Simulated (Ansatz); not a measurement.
## HfInSi in the AlB2 type: lattice stability ahead of a resistivity run

Question: is the lattice of HfInSi in the AlB2 type stable, and if so, what are its coupling constant and resistivity?

Calculated with Ansatz 0.2.0; DFT PBEsol, scalar-relativistic, plane waves, PAW; PAW set soft_1.

Most raw output is cut from this account.

The structure was built from a prototype and need not be the compound's stable phase.

**1. The structure**

The structure is hexagonal, space group P-6m2 (No. 187). Conventional cell: a = 4.224 Å, b = 4.224 Å, c = 4.436 Å, α = 90.00°, β = 90.00°, γ = 120.00°. Nearest to Hf lie 6 In at 3.30 Å and 6 Si at 3.30 Å. Nearest to Si lie 3 In at 2.44 Å and 6 Hf at 3.30 Å. Nearest to In lie 3 Si at 2.44 Å and 6 Hf at 3.30 Å. Farther neighbours are not listed.

**2. Relaxation**

Lattice constant and positions set the bands and the force constants, so the cell is relaxed first.

File input.yaml:

```yaml
crystal:
  lattice:
    - [4.22431, 0.0, 0.0]
    - [-2.11216, 3.65836, 0.0]
    - [0.0, 0.0, 4.43553]
  atoms:
    - { symbol: Hf, position: [0.0, 0.0, 0.0] }
    - { symbol: Si, position: [0.33333333, 0.66666667, 0.5] }
    - { symbol: In, position: [0.66666667, 0.33333333, 0.5] }
kpoints:
  mp_grid: { grid: [9, 9, 8] }
hamiltonian:
  xc: pbesol
  pseudopotentials: { kind: paw, azcp: { folder: soft_1 }, xc_functional: pbe }
scf:
  occupations: { method: gaussian, width: 0.1 }
output:
  forces: true
  stress: true
  eigenvalues: true
relax:
  adjacent_minimum: "off"
  f_tol: 0.005
  max_steps: 80
  cell: { stress_tol: 0.05 }
```

On the command line:

```
$ ansatz run input.yaml --threads 4 --pin off --max-ram 12288MiB --backend cpu --events-out ev --progress --plain --runs-dir out
```

It took 16 s on 4 threads of AMD EPYC 9B45 (Zen 5), shared host; peak memory 0.55 GiB.

Relaxation path:

| step | energy less that of the first step (eV) | largest force component (eV/Å) | pressure (GPa) | volume (Å³) |
| --- | --- | --- | --- | --- |
| 1 | 0.0000 | 0.0000 | -6.39 | 68.55 |
| 2 | -0.3702 | 0.0000 | -5.00 | 65.33 |
| 3 | -0.7036 | 0.0000 | -3.45 | 62.57 |
| 4 | -0.9686 | 0.0000 | -1.85 | 60.23 |
| 5 | -1.1318 | 0.0000 | 0.18 | 58.08 |
| 6 | -1.2012 | 0.0000 | 0.28 | 57.38 |
| 7 | -1.4034 | 0.0000 | 0.73 | 56.19 |
| 8 | -1.6004 | 0.0000 | 2.93 | 54.62 |
| 9 | -1.5917 | 0.0000 | -2.11 | 57.30 |
| 10 | -1.6390 | 0.0000 | -0.83 | 56.46 |
| 11 | -1.6411 | 0.0000 | -0.03 | 56.05 |
| 12* | -1.6428 | 0.0000 | 0.05 | 56.05 |
| 13 | -1.6429 | 0.0000 | 0.00 | 56.08 |
| 14* | -1.6429 | 0.0000 | 0.00 | 56.08 |

Relaxation steps marked * repeat the geometry before them on a plane-wave basis chosen anew for their cell, so energy and pressure can jump there. Relaxation step 9 was tried and not accepted.

Forces are held to the 12 operations that the run works with; a distortion that breaks them can't arise in this run.

| cell as run | before | after | change |
| --- | --- | --- | --- |
| a (Å) | 4.224 | 4.737 | +12.1 % |
| b (Å) | 4.224 | 4.737 | +12.1 % |
| c (Å) | 4.436 | 2.885 | -35.0 % |
| volume (Å³/atom) | 22.85 | 18.69 | -18.2 % |

Final coordinates:

```cif
data_structure
_symmetry_space_group_name_H-M 'P 1'
_symmetry_Int_Tables_number 1
_cell_length_a 4.7373
_cell_length_b 4.7373
_cell_length_c 2.8853
_cell_angle_alpha 90.000
_cell_angle_beta 90.000
_cell_angle_gamma 120.000
_cell_volume 56.08
loop_
_atom_site_label
_atom_site_type_symbol
_atom_site_fract_x
_atom_site_fract_y
_atom_site_fract_z
_atom_site_occupancy
Hf1 Hf 0.00000 0.00000 0.00000 1
Si2 Si 0.33333 0.66667 0.50000 1
In3 In 0.66667 0.33333 0.50000 1
```

This step gave:

* pressure: 5.86e-4 GPa
* volume per atom: 18.69 Å³/atom
* metallic on mesh: yes
* gap on the k-mesh: 0 eV

The largest force is now zero by symmetry and the largest stress component 0.0038 GPa.

**3. Relaxing cell and atoms**

The cell moved far, so the relaxation is started again from the new cell to confirm it.

input.yaml, the sections that differ from step 2:

```yaml
crystal:
  lattice:
    - [4.7372958428, 3.2373e-06, 0.0]
    - [-2.368650725, 4.1026169264, 0.0]
    - [0.0, 0.0, 2.8852957148]
  atoms:
    - { symbol: Hf, position: [0.0, 0.0, 0.0] }
    - { symbol: Si, position: [0.3333333333, 0.6666666667, 0.5] }
    - { symbol: In, position: [0.6666666667, 0.3333333333, 0.5] }
kpoints:
  mp_grid: { grid: [9, 9, 10] }
# hamiltonian, scf, output, relax: as in step 2
```

It took 5 s on 4 threads; peak memory 0.54 GiB; 18 s of CPU time.

Relaxation path:

| step | energy less that of the first step (eV) | largest force component (eV/Å) | pressure (GPa) | volume (Å³) |
| --- | --- | --- | --- | --- |
| 1 | 0.0000 | 0.0000 | -0.33 | 56.08 |
| 2 | -0.0020 | 0.0000 | 0.57 | 55.63 |
| 3 | -0.0024 | 0.0000 | -0.19 | 56.05 |
| 4 | -0.0025 | 0.0000 | -0.01 | 55.94 |
| 5 | -0.0025 | 0.0000 | -0.01 | 55.94 |

The log counts 1 steps on a newly chosen plane-wave basis, not all of them marked here; energy and pressure can jump at such steps.

| conventional cell, symmetrised | before | after | change |
| --- | --- | --- | --- |
| a (Å) | 4.737 | 4.756 | +0.4 % |
| b (Å) | 4.737 | 4.756 | +0.4 % |
| c (Å) | 2.885 | 2.856 | -1.0 % |
| volume (Å³/atom) | 18.69 | 18.65 | -0.2 % |

Final coordinates:

```
Hf Si In
1.0
     4.75560    0.00000    0.00000
    -2.37780    4.11847    0.00000
     0.00000    0.00000    2.85631
Hf Si In
1 1 1
Direct
  0.00000 0.00000 0.00000
  0.33333 0.66667 0.50000
  0.66667 0.33333 0.50000
```

Numbers from this step:

| Property | Result |
| --- | --- |
| pressure | -0.007368 GPa |
| volume per atom | 18.65 Å³/atom |

The largest force is now zero by symmetry and the largest stress component 0.017 GPa.

**4. Tight relaxation**

No force is left; the cell is relaxed once more with another smearing and tight thresholds.

input.yaml, the sections that differ from step 3:

```yaml
crystal:
  lattice:
    - [4.7556039259, 3.2498e-06, 0.0]
    - [-2.3778047774, 4.1184721852, 0.0]
    - [0.0, 0.0, 2.8563077278]
  atoms:
    - { symbol: Hf, position: [0.0, 0.0, 0.0] }
    - { symbol: Si, position: [0.3333333333, 0.6666666667, 0.5] }
    - { symbol: In, position: [0.6666666667, 0.3333333333, 0.5] }
kpoints:
  mp_grid: { grid: [6, 6, 10] }
scf:
  occupations: { method: methfessel_paxton, width: 0.2 }
relax:
  adjacent_minimum: "off"
  f_tol: 0.001
  max_steps: 60
  cell: { stress_tol: 0.01 }
# hamiltonian, output: as in step 3
```

Wall time 3 s (4 threads); peak memory 0.51 GiB.

The steps of the relaxation:

| step | energy less that of the first step (eV) | largest force component (eV/Å) | pressure (GPa) | volume (Å³) |
| --- | --- | --- | --- | --- |
| 1 | 0.0000 | 0.0000 | 0.09 | 55.94 |
| 2 | -0.0001 | 0.0000 | -0.17 | 56.06 |
| 3 | -0.0002 | 0.0000 | 0.07 | 55.94 |
| 4 | -0.0002 | 0.0000 | 0.00 | 55.98 |
| 5 | -0.0002 | 0.0000 | 0.00 | 55.98 |

The log counts 1 steps on a newly chosen plane-wave basis, not all of them marked here; energy and pressure can jump at such steps.

| conventional cell, symmetrised | before | after | change |
| --- | --- | --- | --- |
| a (Å) | 4.756 | 4.751 | -0.1 % |
| b (Å) | 4.756 | 4.751 | -0.1 % |
| c (Å) | 2.856 | 2.864 | +0.3 % |
| volume (Å³/atom) | 18.65 | 18.66 | +0.1 % |

The relaxed structure:

```xyz
3
Lattice="4.7510 0.0000 0.0000 -2.3755 4.1145 0.0000 0.0000 0.0000 2.8635" Properties=species:S:1:pos:R:3 pbc="T T T"
Hf    0.0000    0.0000    0.0000
Si    0.0000    2.7430    1.4318
In    2.3755    1.3715    1.4318
```

Numbers from this step:

```yaml
pressure: -0.001233 GPa
volume_per_atom: 18.66 Å³/atom
```

The largest force is now zero by symmetry and the largest stress component 0.0031 GPa, small enough for phonons.

**5. Phonons by linear response: q 2×2×2, k 4×4×6**

Before any scattering is computed, the phonons show whether the structure is a minimum.

File input.yaml:

```yaml
crystal:
  lattice:
    - [4.7509887479, 3.2467e-06, 0.0]
    - [-2.3754971856, 4.1144753254, 0.0]
    - [0.0, 0.0, 2.8635207997]
  atoms:
    - { symbol: Hf, position: [0.0, 0.0, 0.0] }
    - { symbol: Si, position: [0.3333333333, 0.6666666667, 0.5] }
    - { symbol: In, position: [0.6666666667, 0.3333333333, 0.5] }
kpoints:
  mp_grid: { grid: [4, 4, 6] }
hamiltonian:
  xc: pbesol
  pseudopotentials: { kind: paw, azcp: { folder: soft_1 }, xc_functional: pbe }
scf:
  occupations: { method: methfessel_paxton, width: 0.2 }
output:
  eigenvalues: true
phonons:
  method: dfpt
  qmesh: [2, 2, 2]
  temperatures: { t_max: 1000, t_step: 50 }
  qpath:
    path:
      - [[0.0, 0.0, 0.0], [0.5, 0.0, 0.0], [0.33333333, 0.33333333, 0.0], [0.0, 0.0, 0.0], [0.0, 0.0, 0.5], [0.5, 0.0, 0.5], [0.33333333, 0.33333333, 0.5], [0.0, 0.0, 0.5]]
      - [[0.5, 0.0, 0.5], [0.5, 0.0, 0.0]]
      - [[0.33333333, 0.33333333, 0.5], [0.33333333, 0.33333333, 0.0]]
    npoints: 10
```

It took 17 s on 4 threads; peak memory 0.66 GiB.

This step gave:

```
share of imaginary modes in the plain interpolation between solved wavevectors : 0.1439
highest frequency, solved or plainly interpolated                              : 256.7 cm⁻¹
```

Solved on the 2×2×2 mesh alone; all other wavevectors are interpolated. The phonon branches at the labelled points (cm⁻¹):

| point | branch 1 | branch 2 | branch 3 | branch 4 | branch 5 | branch 6 | branch 7 | branch 8 | branch 9 |
| --- | --- | --- | --- | --- | --- | --- | --- | --- | --- |
| Γ | 0 | 0 | 0 | 79 | 88 | 92 | 92 | 189 | 189 |
| halfway | -52 | 32 | 41 | 86 | 95 | 96 | 108 | 200 | 204 |
| M | -69 | 48 | 60 | 84 | 93 | 108 | 109 | 218 | 219 |
| halfway | -65 | 43 | 65 | 65 | 82 | 108 | 136 | 207 | 227 |
| K | -59 | 40 | 44 | 74 | 76 | 109 | 151 | 201 | 231 |
| halfway | -56 | 31 | 47 | 86 | 87 | 98 | 120 | 199 | 211 |
| Γ | 0 | 0 | 0 | 79 | 88 | 92 | 92 | 189 | 189 |
| halfway | 25 | 63 | 63 | 104 | 104 | 118 | 145 | 209 | 209 |
| A | -74 | 99 | 99 | 101 | 101 | 163 | 189 | 230 | 230 |
| halfway | -102 | 80 | 83 | 90 | 107 | 169 | 191 | 236 | 240 |
| L | -126 | 51 | 68 | 81 | 110 | 176 | 191 | 242 | 251 |
| halfway | -128 | -13 | 74 | 82 | 117 | 176 | 190 | 240 | 254 |
| H | -130 | -42 | 69 | 87 | 122 | 177 | 190 | 239 | 257 |
| halfway | -108 | 64 | 85 | 87 | 111 | 170 | 191 | 237 | 244 |
| A | -74 | 99 | 99 | 101 | 101 | 163 | 189 | 230 | 230 |
| jump to L | -126 | 51 | 68 | 81 | 110 | 176 | 191 | 242 | 251 |
| halfway | -77 | -46 | 74 | 96 | 106 | 138 | 152 | 230 | 234 |
| M | -69 | 48 | 60 | 84 | 93 | 108 | 109 | 218 | 219 |
| jump to H | -130 | -42 | 69 | 87 | 122 | 177 | 190 | 239 | 257 |
| halfway | -86 | -34 | 57 | 76 | 137 | 141 | 149 | 220 | 243 |
| K | -59 | 40 | 44 | 74 | 76 | 109 | 151 | 201 | 231 |

Lowest modes at the softest wavevector of the mesh. The modes at q = (0.000, 0.500, 0.500) (shares of kinetic energy by element, %) (negative means imaginary):

| mode | frequency (cm⁻¹) | Hf % | Si % | In % |
| --- | --- | --- | --- | --- |
| 1 | -126.2 | 24 | 76 | 1 |
| 2 | 50.6 | 100 | 0 | 0 |
| 3 | 68.4 | 65 | 23 | 11 |
| 4 | 81.2 | 0 | 15 | 85 |
| 5 | 110.2 | 8 | 4 | 88 |
| 6 | 176.3 | 92 | 0 | 8 |

Displacements in mode 1 (-126.2 cm⁻¹), the largest set to 1, in the home cell:
```
Hf1  0.00 -0.22  0.00
Si2  0.00  0.00 -1.00
In3  0.00  0.00 -0.05
```

Displacements in mode 5 (110.2 cm⁻¹), the largest set to 1, in the home cell:
```
Hf1  0.00  0.00 -0.24
Si2  0.00  0.44  0.00
In3  0.00 -1.00  0.00
```

Among the solved wavevectors the lowest mode, translations apart, is -126 cm⁻¹, imaginary.

**6. Phonons by linear response: q 3×3×2, k 6×6×8**

An imaginary mode on so few k-points may come from the sampling, so the phonons are repeated with another q and k mesh.

Changes to input.yaml since step 5:

```diff
@@ -10,3 +10,3 @@
 kpoints:
-  mp_grid: { grid: [4, 4, 6] }
+  mp_grid: { grid: [6, 6, 8] }
 hamiltonian:
@@ -20,3 +20,3 @@
   method: dfpt
-  qmesh: [2, 2, 2]
+  qmesh: [3, 3, 2]
   temperatures: { t_max: 1000, t_step: 50 }
```

It took 70 s on 4 threads; peak memory 1.1 GiB; 4.4 min of CPU time.

This step gave:

| Property | Result |
| --- | --- |
| share of imaginary modes in the plain interpolation between solved wavevectors | 0.1325 |
| highest frequency, solved or plainly interpolated | 279.9 cm⁻¹ |

Solved on the 3×3×2 mesh alone; all other wavevectors are interpolated. Phonon branches along the path, in cm⁻¹:

| point | branch 1 | branch 2 | branch 3 | branch 4 | branch 5 | branch 6 | branch 7 | branch 8 | branch 9 |
| --- | --- | --- | --- | --- | --- | --- | --- | --- | --- |
| Γ | 0 | 0 | 0 | 88 | 105 | 112 | 112 | 164 | 164 |
| halfway | -52 | 23 | 43 | 88 | 93 | 104 | 110 | 193 | 194 |
| M | -70 | 38 | 63 | 84 | 91 | 101 | 118 | 207 | 212 |
| halfway | -57 | -3 | 67 | 74 | 82 | 99 | 142 | 203 | 210 |
| K | -51 | -28 | 71 | 73 | 77 | 97 | 155 | 199 | 208 |
| halfway | -50 | -14 | 48 | 81 | 87 | 104 | 124 | 194 | 200 |
| Γ | 0 | 0 | 0 | 88 | 105 | 112 | 112 | 164 | 164 |
| halfway | 67 | 67 | 85 | 120 | 120 | 128 | 153 | 213 | 213 |
| A | 78 | 106 | 106 | 112 | 112 | 181 | 192 | 256 | 256 |
| halfway | -72 | 89 | 101 | 114 | 114 | 179 | 194 | 254 | 256 |
| L | -113 | 78 | 90 | 114 | 121 | 183 | 195 | 260 | 262 |
| halfway | -111 | 69 | 84 | 121 | 130 | 184 | 195 | 254 | 273 |
| H | -110 | 64 | 81 | 126 | 138 | 185 | 196 | 254 | 280 |
| halfway | -83 | 81 | 96 | 117 | 119 | 180 | 194 | 252 | 261 |
| A | 78 | 106 | 106 | 112 | 112 | 181 | 192 | 256 | 256 |
| jump to L | -113 | 78 | 90 | 114 | 121 | 183 | 195 | 260 | 262 |
| halfway | -79 | -28 | 97 | 104 | 118 | 141 | 158 | 234 | 236 |
| M | -70 | 38 | 63 | 84 | 91 | 101 | 118 | 207 | 212 |
| jump to H | -110 | 64 | 81 | 126 | 138 | 185 | 196 | 254 | 280 |
| halfway | -80 | 50 | 53 | 106 | 142 | 151 | 153 | 232 | 242 |
| K | -51 | -28 | 71 | 73 | 77 | 97 | 155 | 199 | 208 |

Lowest modes at the softest wavevector of the mesh. Modes at q = (-0.333, -0.333, 0.500), with each element's share of the kinetic energy (negative means imaginary):

| mode | frequency (cm⁻¹) | Hf % | Si % | In % |
| --- | --- | --- | --- | --- |
| 1 | -109.8 | 37 | 63 | 0 |
| 2 | 63.5 | 87 | 0 | 13 |
| 3 | 80.6 | 2 | 12 | 85 |
| 4 | 126.1 | 0 | 0 | 100 |
| 5 | 137.7 | 63 | 37 | 0 |
| 6 | 184.9 | 97 | 2 | 1 |

Displacements in mode 1 (-109.8 cm⁻¹), the largest set to 1, in the home cell (x, y, z of the real part, then of the imaginary part):
```
Hf1 0.00 0.21 0.00 0.21 0.00 0.00
Si2 0.00 0.00 1.00 0.00 0.00 0.00
In3 0.00 0.00 0.00 0.00 0.00 0.00
```

Displacements in mode 6 (184.9 cm⁻¹), the largest set to 1, in the home cell (x, y, z of the real part, then of the imaginary part):
```
Hf1  0.00  0.00  1.00  0.00  0.00  0.00
Si2  0.00  0.27  0.00 -0.27  0.00  0.00
In3 -0.07 -0.04  0.00 -0.04  0.07  0.00
```

The modes has structure finer than the step of the table below, so its rows give means over 20 cm⁻¹, whole bins alone (the curve runs from -122 to 297 cm⁻¹). Peaks (cm⁻¹: height): Hf -56.3: 0.0119, -24.7: 0.00891, 25.4: 0.00775, 112.4: 0.0228, 157.3: 0.0118, 178.4: 0.0202; In -53.7: 0.00566, 91.3: 0.0303, 115.1: 0.0379, 191.6: 0.0212; Si -103.8: 0.00651, 101.9: 0.0260, 210.0: 0.0269, 252.2: 0.0376.

Phonopy on the run's constants, 13x13x19 mesh, Gaussian sigma 3.0 cm⁻¹. The modes by wavenumber; means over each step; values in 1/cm⁻¹/cell:

| wavenumber (cm⁻¹) | Hf | In | Si |
| --- | --- | --- | --- |
| -100 | 0.00385 | 1.5e-4 | 0.00580 |
| -80 | 0.00381 | 4.2e-4 | 0.00427 |
| -60 | 0.00920 | 0.00404 | 0.00326 |
| -40 | 0.00579 | 0.00318 | 0.00192 |
| -20 | 0.00609 | 0.00364 | 0.00125 |
| 0 | 0.00192 | 0.00117 | 2.0e-4 |
| 20 | 0.00519 | 0.00263 | 7.1e-4 |
| 40 | 0.00621 | 0.00310 | 0.00119 |
| 60 | 0.0141 | 0.00761 | 0.00186 |
| 80 | 0.0170 | 0.0175 | 0.00811 |
| 100 | 0.0174 | 0.0267 | 0.0213 |
| 120 | 0.0205 | 0.0293 | 0.0102 |
| 140 | 0.0123 | 0.0130 | 0.00335 |
| 160 | 0.0100 | 0.00722 | 8.0e-4 |
| 180 | 0.0136 | 0.0114 | 0.00313 |
| 200 | 0.00179 | 0.0108 | 0.0150 |
| 220 | 5.3e-4 | 0.00351 | 0.0219 |
| 240 | 1.7e-4 | 0.00243 | 0.0241 |
| 260 | 5.9e-5 | 0.00196 | 0.0192 |
| 280 | 1.6e-5 | 2.7e-4 | 0.00174 |

No LO-TO term; unit eigenvectors of the mass-weighted matrix. Modes at Γ, with each element's share of the kinetic energy:

| mode | frequency (cm⁻¹) | symmetry | Hf % | Si % | In % |
| --- | --- | --- | --- | --- | --- |
| 1 | 0.0 | unnamed | 56 | 9 | 36 |
| 2 | 0.0 | unnamed | 56 | 9 | 36 |
| 3 | 0.0 | unnamed | 56 | 9 | 36 |
| 4 | 87.7 | A2'' | 13 | 33 | 54 |
| 5 | 105.4 | A2'' | 32 | 58 | 11 |
| 6 | 111.8 | E' | 41 | 32 | 27 |
| 7 | 111.8 | E' | 41 | 32 | 27 |
| 8 | 164.5 | E' | 3 | 60 | 37 |
| 9 | 164.5 | E' | 3 | 60 | 37 |

Displacements in mode 4 (87.7 cm⁻¹), the largest set to 1:
```
Hf1  0.00  0.00 -0.25
Si2  0.00  0.00 -1.00
In3  0.00  0.00  0.63
```

Displacements in mode 9 (164.5 cm⁻¹), the largest set to 1:
```
Hf1  0.00  0.09  0.00
Si2  0.00  1.00  0.00
In3  0.00 -0.39  0.00
```

Among the solved wavevectors the lowest mode, translations apart, is -110 cm⁻¹, imaginary.

**7. Results**

```json
{"phonon run of the rows without a label of their own": "PBEsol, q 3×3×2, k 6×6×8", "softest mode on the q mesh": "-110 cm⁻¹ at q = (-0.333, -0.333, 0.5)", "highest frequency, solved or plainly interpolated": "280 cm⁻¹"}
```

The lattice is dynamically unstable at this level: a mode at q = (-0.333, -0.333, 0.5) is imaginary, 110i cm⁻¹, so no harmonic coupling constant or resistivity is defined for this structure. These meshes are coarse, and single modes of a metal can move by tens of cm⁻¹ with the k mesh. The coarser mesh found an imaginary mode at another wavevector, which this mesh lacks. Spin–orbit coupling, left out here, matters for Hf. The phonon runs are not spin-polarised. The PAW files were made for PBE; under other functionals the run regenerates their frozen core. The structure was built by hand as an ordered model, and its stability against other phases was not tested.

[Logs are printed without paths, hosts, clocks, repeated set-up lines and the standing remarks that a program may print on its own settings, such as how far it seeks lower states.]

[Hosts, paths, dates, database ids (printed as entryN), source tags and the programs' standing remarks are cut or masked in the printed files.]
